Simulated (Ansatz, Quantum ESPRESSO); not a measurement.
# RbBH4 (F-43m): modes at Γ and the response to a field, part 3 of 3

Which modes does RbBH4 (F-43m) have at the zone centre?

Quantum ESPRESSO 7.5; DFT PBEsol, scalar-relativistic, plane waves, PseudoDojo norm-conserving pseudopotentials.

So far, highest optical zone-centre mode (no LO-TO term) (cm⁻¹): step 6 (modes with the sum rule) 2337; step 7 (ASR crystal) 2336. The relaxed cell has a = 6.843 Å (conventional setting).

### 8. Sum rules set otherwise: a sum rule for molecules or wires on a crystal

This rule also removes rotations, which suits molecules and not a crystal; it is tried to see the harm.

File dynmat.in:

```
&input
   fildyn = 'g.dyn'
   asr = 'zero-dim'
   fileig = 'dynmat.eig'
   lperm = .true.
/
```

Started as:

```
$ dynmat.x -in dynmat.in > dynmat.out
```

Numbers of over 12 decimals in the logs are rounded to 6 here.

The program printed:

```text
[banner, memory and clock lines left out]
Program DYNMAT v.7.5

     Reading Dynamical Matrix from file g.dyn
     ...Force constants read
     ...epsilon and Z* read
     Acoustic Sum Rule: || Z*(ASR) - Z*(orig)|| =    1.693122E+00
     Acoustic Sum Rule: ||dyn(ASR) - dyn(orig)||=    4.752044E-02
     A direction for q was not specified:TO-LO splitting will be absent

     Polarizability (A^3 units)
     multiply by 0.680805 for Clausius-Mossotti correction
         8.968268   -0.000000    0.000000
         0.000000    8.968268    0.000000
         0.000000    0.000000    8.968268

     IR activities are in (D/A)^2/amu units

# mode   [cm-1]    [THz]      IR
    1     -0.00   -0.0000    0.0000
    2     -0.00   -0.0000    0.0000
    3      0.00    0.0000    0.0000
    4      0.00    0.0000    0.0000
    5      0.00    0.0000    0.0000
    6      0.00    0.0000    0.0000
    7    165.82    4.9711    2.3940
    8    355.48   10.6570    4.0725
    9    355.48   10.6570    4.0725
   10   1051.53   31.5240    0.0081
   11   1051.53   31.5240    0.0081
   12   1064.75   31.9204    1.2706
   13   1194.17   35.8004    0.0000
   14   1194.17   35.8004    0.0000
   15   2280.49   68.3674    0.0000
   16   2336.50   70.0464   10.2068
   17   2339.09   70.1240    5.1750
   18   2339.09   70.1240    5.1750

Electronic dielectric permittivity tensor (relative, adimensional)
         2.406548   -0.000000    0.000000
         0.000000    2.406548    0.000000
         0.000000    0.000000    2.406548

 ... with zone-center polar mode contributions
         3.794480   -0.504680   -0.504680
        -0.504680    3.794480    0.504680
        -0.504680    0.504680    3.794480

  6) =       0.000001 [THz] =       0.000038 [cm-1]
[end of the log left out, with the tail of the file of modes that dynmat.x writes under the same name]
```

Run time: 0.47 s. Hardware: 1 thread of Arm Neoverse V2, shared host.

The program raised no error, yet the settings are not those of a careful run.

The fault: a sum rule for molecules or wires on a crystal; 3 optical modes are projected out to zero frequency, as if they were rotations, and the static dielectric tensor is spoilt.

For a crystal the rule has to be 'simple' or 'crystal'.

Zone-centre frequencies as printed; negative means imaginary. Modes:

```csv
mode,frequency (cm⁻¹)
1,0
2,0
3,0
4,0
5,0
6,0
7,165.8
8,355.5
9,355.5
10,1052
11,1052
12,1065
13,1194
14,1194
15,2280
16,2336
17,2339
18,2339
```

### 9. The LO-TO splitting (1 0 0)

A longitudinal polar mode sets up a macroscopic field that stiffens it; the term hangs on the direction from which q goes to zero.

File dynmat.in:

```
&input
   fildyn = 'g.dyn'
   asr = 'simple'
   fileig = 'dynmat.eig'
   q(1) = 1.0
   q(2) = 0.0
   q(3) = 0.0
/
```

Started as:

```
$ dynmat.x -in dynmat.in > dynmat.out
```

The program printed:

```text
[banner, memory and clock lines left out]
Program DYNMAT v.7.5

     Reading Dynamical Matrix from file g.dyn
     ...Force constants read
     ...epsilon and Z* read

     Polarizability (A^3 units)
     multiply by 0.680805 for Clausius-Mossotti correction
         8.968268   -0.000000    0.000000
         0.000000    8.968268    0.000000
         0.000000    0.000000    8.968268

     IR activities are in (D/A)^2/amu units

# mode   [cm-1]    [THz]      IR
    1     -0.00   -0.0000    0.0000
    2     -0.00   -0.0000    0.0000
    3      0.00    0.0000    0.0000
    4    166.30    4.9857    2.3933
    5    166.30    4.9857    2.3933
    6    230.79    6.9188    2.2381
    7    322.19    9.6591    0.0000
    8    322.19    9.6591    0.0000
    9    322.19    9.6591    0.0000
   10   1064.83   31.9227    1.2710
   11   1064.83   31.9227    1.2710
   12   1071.39   32.1195    1.2640
   13   1194.20   35.8011    0.0000
   14   1194.20   35.8011    0.0000
   15   2280.51   68.3679    0.0000
   16   2336.52   70.0472   10.2071
   17   2336.52   70.0472   10.2071
   18   2360.75   70.7735   10.3693

[end of the log left out, with the tail of the file of modes that dynmat.x writes under the same name]
```

Elapsed: 0.47 s, on 1 thread.

This step gave:

```yaml
highest_mode_moved_by_the_lo_to_term: 2361 cm⁻¹
```

Zone-centre frequencies as printed; negative means imaginary. Modes:

```
mode  frequency (cm⁻¹)
   1                 0
   2                 0
   3                 0
   4             166.3
   5             166.3
   6             230.8
   7             322.2
   8             322.2
   9             322.2
  10              1065
  11              1065
  12              1071
  13              1194
  14              1194
  15              2281
  16              2337
  17              2337
  18              2361
```

The field moves 3 modes; the highest of them now lies at 2361 cm⁻¹, where the highest that moved away lay at 2336.

### 10. A second program

A second program on the same cell, potentials, cutoff and meshes tests the implementation of the phonon response, not its convergence. Its field response is summed in its own way. Its k mesh is centred on Γ.

This step: DFT PBEsol, scalar-relativistic, plane waves, PseudoDojo norm-conserving pseudopotentials (Ansatz 0.2.0).

File input.yaml:

```yaml
crystal:
  lattice:
    - [-3.4217212197, 0.0, 3.4217212197]
    - [0.0, 3.4217212197, 3.4217212197]
    - [-3.4217212197, 3.4217212197, 0.0]
  atoms:
    - { symbol: Rb, position: [0.0, 0.0, 0.0] }
    - { symbol: B, position: [0.5, 0.5, 0.5] }
    - { symbol: H, position: [0.6041154285, 0.6041154285, 0.1876537146] }
    - { symbol: H, position: [0.1876537146, 0.6041154285, 0.6041154285] }
    - { symbol: H, position: [0.6041154285, 0.1876537146, 0.6041154285] }
    - { symbol: H, position: [0.6041154285, 0.6041154285, 0.6041154285] }
kpoints:
  mp_grid: { grid: [6, 6, 6] }
hamiltonian:
  xc: pbesol
  pseudopotentials: { kind: nc, accuracy: standard }
scf:
  occupations: { method: fixed }
output:
  eigenvalues: true
basis:
  ecutwfc: 925.187
phonons:
  method: dfpt
  dielectric: true
  rigid_motions: translations
```

Started as:

```
$ ansatz run input.yaml --threads 4 --pin off --max-ram 8192MiB --backend cpu --events-out ev --progress --plain --runs-dir out
```

The program printed:

```text
Warning: basis.ecutwfc = 925.187 eV is below the records' recommended 1034.032677 eV, and the density's cutoff is lower with it unless basis.ecutrho_ratio is high enough to keep the records' density cutoff: compare with a run at a higher cutoff
Engine: ansatz 0.2.0, aarch64-unknown-linux-gnu
Pseudopotentials: kind: nc
Pseudopotential: Rb, nc, valence charge 9, recommended cutoff 625.861884 eV (normal), Rb.nc.azcp (PseudoDojo's, or run here from an input of PseudoDojo's; its table is named by hamiltonian.pseudopotentials.accuracy)
Pseudopotential: B, nc, valence charge 3, recommended cutoff 1034.032677 eV (normal), B.nc.azcp (PseudoDojo's, or run here from an input of PseudoDojo's; its table is named by hamiltonian.pseudopotentials.accuracy)
Pseudopotential: H, nc, valence charge 1, recommended cutoff 979.609905 eV (normal), H.nc.azcp (PseudoDojo's, or run here from an input of PseudoDojo's; its table is named by hamiltonian.pseudopotentials.accuracy)
Functional definition: PBEsol
  exchange = pbesol_x
  correlation = pbesol_c
Crystal: 6 atoms, lattice volume = 80.124 Å³
Basis set: ecut = 925.187 eV, 5065 PW (Γ), exchange–correlation on 100×100×100 points (8 copies of the dense FFT grid, shifted against one another)
Bands: 14, of which v1, the nominal top of the filled ones, is band 8 counted from 1 (7 counted from 0)
Symmetry: 24 space group operations
k-points: 68 of 216 (irreducible under 2 space group operations, time reversal used)
Non-local potential: Rb, projectors of the file, l = 0: 2, l = 1: 2, l = 2: 2
Non-local potential: B, projectors of the file, l = 0: 2, l = 1: 2
Non-local potential: H, projectors of the file, l = 0: 2, l = 1: 1
Initial density: superposition of atomic densities (chi_scale 0.1, normalization cell, long waves kept (reshape's long-wave potential 0.00 eV rms))
Initial wavefunctions: pseudopotential atomic-orbital guess
Functional: x = pbesol(κ = 0.804, μ = 0.123457), c = pbesol(β = 0.046)
SCF iter   1: F=—  HF=-882.844581 eV  |F-HF|=—  |Δ(HF+E_count)|=         —  Δρ=7.39e-2  dr2=6.19e0  ethr=3.10e-3  ⟨swp⟩=5.0  Hψ=5468  notcnv=0  defer=214
preconditioner: auto → none  [insulator: Δε(μ)=7.739 eV  Ē_g=13.913 eV  n_scr=14 (ndim 8)  ℏωp=15.5 eV  f_vac=0.000  ε∞_Penn≈2.2]
SCF iter   2: F=—  HF=-880.789698 eV  |F-HF|=—  |Δ(HF+E_count)|=    2.05e0  Δρ=2.80e-2  dr2=4.85e-1  ethr=3.10e-3  ⟨swp⟩=4.6  Hψ=2502  notcnv=0  defer=261
SCF iter   3: F=—  HF=-880.657736 eV  |F-HF|=—  |Δ(HF+E_count)|=   1.32e-1  Δρ=8.48e-3  dr2=4.98e-2  ethr=3.03e-3  ⟨swp⟩=3.0  Hψ=1657  notcnv=0  defer=239
SCF iter   4: F=—  HF=-880.648216 eV  |F-HF|=—  |Δ(HF+E_count)|=   9.52e-3  Δρ=8.26e-4  dr2=4.60e-4  ethr=3.11e-4  ⟨swp⟩=3.2  Hψ=1269  notcnv=0  defer=270
SCF iter   5: F=—  HF=-880.648921 eV  |F-HF|=—  |Δ(HF+E_count)|=   7.05e-4  Δρ=2.42e-4  dr2=2.64e-5  ethr=2.87e-6  ⟨swp⟩=3.7  Hψ=1613  notcnv=0  defer=270
SCF iter   6: F=—  HF=-880.648918 eV  |F-HF|=—  |Δ(HF+E_count)|=   2.44e-6  Δρ=4.39e-5  dr2=5.73e-7  ethr=1.65e-7  ⟨swp⟩=2.0  Hψ=1195  notcnv=0  defer=268
SCF iter   7: F=—  HF=-880.648897 eV  |F-HF|=—  |Δ(HF+E_count)|=   2.09e-5  Δρ=2.51e-6  dr2=4.27e-9  ethr=3.58e-9  ⟨swp⟩=2.2  Hψ=1365  notcnv=0  defer=265
SCF iter   8: F=—  HF=-880.648897 eV  |F-HF|=—  |Δ(HF+E_count)|=   2.47e-9  Δρ=5.38e-7  dr2=1.24e-10  ethr=2.67e-11  ⟨swp⟩=2.3  Hψ=1469  notcnv=0  defer=265
SCF iter   9: F=-880.648897 eV  HF=-880.648897 eV  |F-HF|=5.46e-12  |Δ(HF+E_count)|=  8.66e-11  Δρ=8.63e-8  dr2=1.93e-12  ethr=1.00e-12  ⟨swp⟩=16.5  Hψ=8725  notcnv=0
SCF 1 converged in 9 iterations: F = -880.648897 eV  dr2 = 1.93e-12
NSCF: frozen V_eff on 3 k-points
DFPT response loops at Γ: preconditioner auto → none (the input reference at scf.mixing.eps_inf says where Resta's filter doesn't serve); β = 0.50; Broyden in place of MSR1
SCF converged after 9 iterations
Free energy (F): -880.648897 eV
Harris-Foulkes:  -880.648897 eV  (|F-HF|=5.46e-12)
Internal energy: -880.648897 eV  (E = F + TS)
E sigma→0 (E₀):  -880.648897 eV
Fermi energy:    -0.691122 eV
--- Per-component energies (eV) ---
  E_band       = -117.782999
  E_kinetic    = 314.568384
  E_local      = -511.862773  (includes V_loc(G=0)·N_el)
  E_nonlocal   = -40.485551
  E_hartree    = 175.454702
  E_xc         = -261.817001
  E_vxc        = -230.912462  (∫ρ·V_xc dr)
  E_ewald      = -556.506658
  E_smearing   = -0.000000  (= −TS)
  E_closure    = 0.000000  (closes the sum)
  Σ components = -880.648897   (vs F -880.648897, Δ=0.00e0)
--- Band table (eV; the first three rows and the last of 68) ---
  k-point 0: bands = [... 4 lower, -6.4431, -0.6911, -0.6911, -0.6911, 5.5532, 6.7836, 6.7836, 6.7836, ... 2 higher]
  k-point 1: bands = [... 4 lower, -6.2259, -1.0002, -0.7632, -0.7632, 5.9832, 6.6240, 7.0652, 7.0652, ... 2 higher]
  k-point 2: bands = [... 4 lower, -5.8140, -1.5835, -0.9012, -0.9012, 6.3284, 7.2769, 7.9144, 7.9144, ... 2 higher]
  k-point 67: bands = [... 4 lower, -6.0238, -1.4834, -0.7988, -0.7988, 5.1463, 7.6607, 9.1676, 9.6013, ... 2 higher]
--- Phonons (Γ-DFPT): 3 representative perturbations + reference, on 68 of 216 k-points (Σ response iterations 11) ---
  k mesh reduced under 2 symmetry operations, with k and −k counted as one. Each operation leaves every solved perturbation unchanged. A smaller set is not considered because the run solves the response to a homogeneous field
  ASR residual: 5.938e-5 → 0.000e0 eV/Å²; symmetrization residual: 3.189e-7 eV/Å²
  ASR residual per site (eV/Å²): 4.96e-5 5.94e-5 2.60e-5 2.60e-5 2.60e-5 2.60e-5
  Γ frequencies (cm⁻¹): 0.00 0.00 0.00 166.31 166.31 166.31 322.17 322.17 322.17 1064.81 1064.81 1064.81 1194.18 1194.18 2280.48 2336.51 2336.51 2336.51
  ε∞ (high-frequency dielectric tensor):
        2.406585    -0.000000    -0.000000
       -0.000000     2.406585     0.000000
       -0.000000     0.000000     2.406585
  ε⁰ (static dielectric tensor: ions relaxed, cell fixed):
        4.789327     0.000000     0.000000
        0.000000     4.789327     0.000000
        0.000000     0.000000     4.789327
  ε⁰ − ε∞ (ionic part):
        2.382742     0.000000     0.000000
        0.000000     2.382742     0.000000
        0.000000     0.000000     2.382742
  softest optical mode at Γ: 166.31 cm⁻¹; the repairs (sum rule, projections) moved no ω² at Γ by more than (2.98 cm⁻¹)²
  Born effective charges Z* (e; rows j = field, columns β = displacement):
    site 0:
         1.16620   -0.00000    0.00000
         0.00000    1.16620   -0.00000
        -0.00000   -0.00000    1.16620
    site 1:
         0.14664   -0.00000    0.00000
         0.00000    0.14664   -0.00000
        -0.00000    0.00000    0.14664
    site 2:
        -0.32821    0.14015   -0.14015
         0.14015   -0.32821    0.14015
        -0.14015    0.14015   -0.32821
    site 3:
        -0.32821   -0.14015    0.14015
        -0.14015   -0.32821    0.14015
         0.14015    0.14015   -0.32821
    site 4:
        -0.32821   -0.14015   -0.14015
        -0.14015   -0.32821   -0.14015
        -0.14015   -0.14015   -0.32821
    site 5:
        -0.32821    0.14015    0.14015
         0.14015   -0.32821   -0.14015
         0.14015   -0.14015   -0.32821
  Z* charge neutrality: 2.465e-5 e pre-enforcement
  k-mesh period / interband length: 29.0 Å / 1.13 Å = 25.61 at k = (0.0000, 0.0000, 0.0000), direct gap 6.244 eV — 14 or more, which is no proof of convergence
  optical modes at Γ without the LO–TO term, one row a degenerate level:
      ω (cm⁻¹)  modes    IR ((D/Å)²/amu)
        166.31      3             7.1792
        322.17      3             0.0000
       1064.81      3             3.8104
       1194.18      2             0.0000
       2280.48      1             0.0000
       2336.51      3            30.6248
  optical modes at Γ + LO–TO along q̂ = [1.0000, 0.0000, 0.0000]:
      ω (cm⁻¹)  modes    IR ((D/Å)²/amu)
        166.31      2             4.7862
        230.78      1             2.2379
        322.17      3             0.0000
       1064.81      2             2.5403
       1071.37      1             1.2632
       1194.18      2             0.0000
       2280.48      1             0.0000
[...]
optical modes at Γ + LO–TO along q̂ = [0.0000, 1.0000, 0.0000]:
      ω (cm⁻¹)  modes    IR ((D/Å)²/amu)
[...]
2280.48      1             0.0000
       2336.51      2            20.4165
       2360.75      1            10.3704
  optical modes at Γ + LO–TO along q̂ = [0.0000, 0.0000, 1.0000]:
      ω (cm⁻¹)  modes    IR ((D/Å)²/amu)
        166.31      2             4.7862
        230.78      1             2.2379
        322.17      3             0.0000
       1064.81      2             2.5403
       1071.37      1             1.2632
       1194.18      2             0.0000
       2280.48      1             0.0000
       2336.51      2            20.4165
       2360.75      1            10.3704
```

Elapsed: 23 s, on 4 threads; peak memory 1.2 GiB.

Read from the output:

- sum-rule residual before enforcement: 5.94e-5 eV/Å²
- miss of the charge sum rule: 2.46e-5 e
- highest optical zone-centre mode (no LO-TO term): 2337 cm⁻¹
- lowest optical zone-centre mode: 166.3 cm⁻¹
- mean high-frequency dielectric constant: 2.407
- mean static dielectric constant: 4.789

Transverse modes. Lines of the infrared spectrum (strongest = 100):

| position (cm⁻¹) | label | IR intensity ((D/Å)²/amu), degenerate modes summed, relative |
| --- | --- | --- |
| 166 | T2 | 23 |
| 322 | T1 | 0.0 |
| 1065 | T2 | 12 |
| 1194 | E | 0.0 |
| 2280 | A1 | 0.0 |
| 2336 | T2 | 100 |

### 11. The two compared: QE PseudoDojo and Ansatz, PseudoDojo

Worked out from the results:

| Item | Value |
| --- | --- |
| root-mean-square difference | 0.02 cm⁻¹ |
| largest difference | 0.03 cm⁻¹ |

The two runs side by side. Further quantities:

| quantity | QE PseudoDojo | Ansatz, PseudoDojo |
| --- | --- | --- |
| mean ε∞ | 2.406 | 2.407 |
| largest Born charge in size (e; the first before, the second after the charge sum rule) | 1.166 | 1.166 |

At the zone centre the largest difference (acoustic modes at Γ apart) is 0.001 % of the highest mode.

### 12. Outcome

* space group after relaxation: F-43m
* volume per atom: 13.4 Å³
* gap on the k-mesh: 5.84 eV
* highest optical zone-centre mode (no LO-TO term): 2337 cm⁻¹
* lowest optical zone-centre mode: 166.3 cm⁻¹
* highest mode moved by the LO-TO term: 2361 cm⁻¹
* mean high-frequency dielectric constant: 2.41
* largest Born charge in size (third of the trace): 1.17 e
* mean static dielectric constant: 4.79
* imaginary optical modes at the zone centre (no q mesh in this session): none
* largest difference from Ansatz, PseudoDojo: 0.03 cm⁻¹

At the PBEsol level the optical modes of RbBH4 (F-43m) at the zone centre (no LO-TO term) run from 166 to 2337 cm⁻¹. Along the directions run, the highest mode that the macroscopic field moves lies at 2361 cm⁻¹. Lattice motion raises the mean dielectric constant from 2.406 to 4.790. Of the 15 optical modes, 9 are both infrared and Raman active, 3 are silent and 3 are Raman active alone. QE PseudoDojo and Ansatz, PseudoDojo agree to 0.03 cm⁻¹ (0.001 % of the highest mode compared) on all solved modes but the acoustic ones at Γ, without the LO-TO term. These are harmonic frequencies at zero temperature: anharmonic shifts and linewidths and thermal expansion are left out. The relaxation ran at 68 Ry, under the 76 Ry recommended for these files; the stress of so short a basis can leave the cell about one per cent too small. Ansatz warns that the cutoff lies 11 % under the one recommended for these files; agreement at one cutoff is not convergence. The structure comes from a database and need not be the phase that is stable at ambient conditions.

[Host names and launcher messages were left out of these logs when they were recorded.]

[Logs are printed without paths, hosts, clocks, repeated set-up lines and the standing remarks that a program may print on its own settings, such as how far it seeks lower states.]

[Hosts, paths, dates, database ids (printed as entryN), source tags and the programs' standing remarks are cut or masked in the printed files.]
